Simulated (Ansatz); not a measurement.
# Relaxing a frame of liquid dimethyl carbonate from 300 K (180 atoms), part 2 of 2

Aim: bring a frame of liquid dimethyl carbonate from 300 K (180 atoms) to a nearby minimum of the energy and see what moves.

Ansatz 0.2.0; Kohn-Sham DFT, r2SCAN+D3(BJ), PAW (set soft_2), plane waves.

The cell: 45 C, 45 O and 90 H. The network of contacts between molecules at the start is that of the classical potential that made the cell. Sampling is at Γ alone, for a cell whose shortest periodic width is 13 Å.

So far, density (g/cm³): step 4 (local order after relaxation) 1.07.

## Step 5: Single point at the relaxed geometry (continued)

Electrostatic potential energy in the ac plane at fractional y = 0.259, with atoms of H and O and C within 0.2 Å of it. With pseudopotentials it is smooth inside the atoms' cores, unlike the true potential.

Ten even steps from '0' (-44 eV) to '9' (6 eV), each cell a mean:
```
999999999998745899999999999999999999
999999999999999999998669999998999999
999999999999999999986348999974567889
999999999999999999610179999986315899
999999999999999999710168999998767999
999999999999999999877516999999846999
999999999999999989999988999999989999
999999999999998436999999999999999999
999999999999998426999999999999999999
999999999999999999999999999999999999
999999999999999999998899999999997689
756899999999999999983289999999998888
645899999999999999984368889999999987
889999999999999999850014214999999998
999999999999999999873244002899999999
999999988899999999998888413687899999
999998534689999999999997300231279999
999996000689999999999962012541279999
999841024899999999999930048887447889
999710169999997689999985689986105779
999965699999998534899999999997557999
999999999999987100699999999999999999
999999999999632435899999999999999999
999999999998200389999999999999999999
```
Columns run along a (12.8 Å; values clipped at the 3rd and 97th percentile), rows up along c (12.8 Å). Atoms in or near the plane, at fractional coordinates: H at (0.05, 0.49), O at (0.38, 0.02), C at (0.56, 0.83), H at (0.60, 0.90), H at (0.62, 0.76), C at (0.20, 0.26), O at (0.14, 0.18), C at (0.58, 0.42), O at (0.69, 0.40), C at (0.72, 0.30), O at (0.65, 0.23), H at (0.58, 0.51).

Valence density in the ac plane at fractional y = 0.259, with atoms of H and O and C within 0.2 Å of it. It is the smooth field of the valence electrons, not physical close to the nuclei.

Ten steps, logarithmic in the rise over the least value, from '0' (0.0 e/Å³) to '9' (6.5 e/Å³), each cell a mean:
```
000000012333577531001110000000000000
000000124442232210123442100123333221
000000123432100001346763100246655432
000000001110000013567753100246665431
000000000000000013567764200124565310
000000000000001122345664200012455310
000000001110013444222332100001122100
000000011110125787421000000000000000
000000111110125787410000000000001110
000000122210013443210000000000124431
222100012110000111112310000000246653
565310000000000000146642100000135544
665310000000000000246754443200012234
443100000000000001357767897410000134
211000001110000001356667998421110122
000001233432100001234334677555531111
000013566653100000011235677779863100
001245677643100000001478876678853210
002478875421012221002589974345655432
113699963100124543111357753235776542
001467642000125665421112211135664321
000122210001245677531000000012321100
000000000014688765421000000000000000
000000000125899742110000000000000000
```
Columns run along a (12.8 Å), rows up along c (12.8 Å). Atoms in or near the plane, at fractional coordinates: H at (0.05, 0.49), O at (0.38, 0.02), C at (0.56, 0.83), H at (0.60, 0.90), H at (0.62, 0.76), C at (0.20, 0.26), O at (0.14, 0.18), C at (0.58, 0.42), O at (0.69, 0.40), C at (0.72, 0.30), O at (0.65, 0.23), H at (0.58, 0.51).

Mean Löwdin charges: C +0.11, H +0.21, O -0.35 e (they miss 1.4 % of the electrons, so they add up to more than the cell's charge). The largest share in the top eV of filled states is O p (86 % of the projected weight), and in the lowest eV of empty states C p (46 % of the projected weight).

The surroundings of H48, picked at random, nearest first, numbered as they follow in the input and with coordinates relative to it.

```
atom      x      y      z  distance (Å)  bonds  Löwdin charge (e)
 H48   0.00   0.00   0.00          0.00      1               0.22
 C42  -0.56   0.93  -0.03          1.08      4              -0.21
 H47   0.10   1.76  -0.25          1.78      1               0.21
 H46  -1.06   1.10   0.93          1.78      1               0.20
 O41  -1.53   0.76  -1.08          2.02      2              -0.30
O172   2.00   0.67   1.63          2.66      1              -0.48
 H68   1.52  -2.17   1.13          2.88      1               0.19
 H58   1.34   0.87  -2.56          3.02      1               0.22
H144  -2.86  -1.19   0.87          3.21      1               0.19
 C39  -2.31   1.83  -1.29          3.22      3               0.76
 H21   1.21  -2.73  -1.42          3.30      1               0.21
H165  -2.40  -1.32  -1.99          3.39      1               0.23
 H34  -0.71  -3.32   0.12          3.39      1               0.19
 H60   0.13  -0.12  -3.44          3.44      1               0.21
```

The column of bonds counts only the pairs H-C within 1.34 Å, C-O within 1.73 Å; other neighbours, such as metal atoms beside each other in a compound, aren't counted, and periodic images can show an atom twice.

## Step 6: Other settings

Changed here: scf.mixing.algorithm = "msr1", scf.mixing.beta = 0.9 and scf.mixing.ndim = 16.

Input file input.yaml:

```yaml
crystal:
  lattice:
    - [12.78752, 0.0, 0.0]
    - [0.0, 12.78752, 0.0]
    - [0.0, 0.0, 12.78752]
  atoms:
    [... the 180 atom lines of step 2 ...]
kpoints:
  mp_grid: { grid: [1, 1, 1] }
hamiltonian:
  xc: r2scan
  dispersion: d3bj
scf:
  occupations: { method: fixed }
  mixing: { algorithm: msr1, beta: 0.9, ndim: 16 }
output:
  forces: true
  stress: true
  populations: intrinsic
  dos:
    method: { smearing: { sigma: 0.1 } }
    de: 0.1
    projected: { site_lists: { C: [C], H: [H], O: [O] } }
  eigenvalues: true
```

Run with:

```console
$ ansatz run input.yaml --threads 4 --pin off --max-ram 8192MiB --backend cpu --events-out ev --progress --plain --runs-dir out
```

Run time: 45 s. Hardware: 4 threads of Intel Xeon Platinum 8559C (Emerald Rapids), shared host; peak memory 5.8 GiB; 2.9 min of CPU time.

Geometry and reference: those of the single point at the start.

Forces differ from those of the single point at the start by 0.003 meV/Å r.m.s., 3.0e-4 % of their size. It took 1.0 times the reference's time (shared host, so rough).

## Step 7: Results

| Property | Result |
| --- | --- |
| energy change in the relaxation | -47.38 meV/atom |
| r.m.s. displacement | 1.163 Å |
| largest displacement | 2.905 Å |
| free energy per atom | -212.9701 eV/atom |
| pressure | -0.4602 GPa |
| r.m.s. force component | 0.00501 eV/Å |
| gap (highest filled to lowest empty level) | 6.258 eV |
| wall time of the 4 DFT runs | 40 min |

What this shows: Relaxation lowers the energy by 47.4 meV/atom and moves atoms by 1.2 Å r.m.s.; the r.m.s. force component goes from 0.93 to 0.0050 eV/Å, the pressure goes from -1.8 to -0.46 GPa, and the gap from 5.93 to 6.26 eV. By the final cutoffs no bond was broken or made. First to last step the energy falls by 8.528 eV; the largest move, 2.91 Å, is that of H180. The H-C bonds change most in mean length: from 1.098 Å (spread 0.028) to 1.087 Å (spread 0.002). Counting bonds as in the table, 67 % of C atoms have 4, all H atoms have 1 and 67 % of O atoms have 2 bonded neighbours. Between filled and empty levels lie 6.26 eV (at Γ alone); a semilocal functional tends to put such gaps too low. In a disordered cell it changes from sample to sample and from frame to frame.

What to keep in mind: The network of contacts between molecules at the start is that of the classical potential that made the cell; in DFT atoms moved by 1.2 Å r.m.s.

[Logs are printed without paths, hosts, clocks, repeated set-up lines and the standing remarks that a program may print on its own settings, such as how far it seeks lower states.]

[Hosts, paths, dates, database ids (printed as entryN), source tags and the programs' standing remarks are cut or masked in the printed files.]
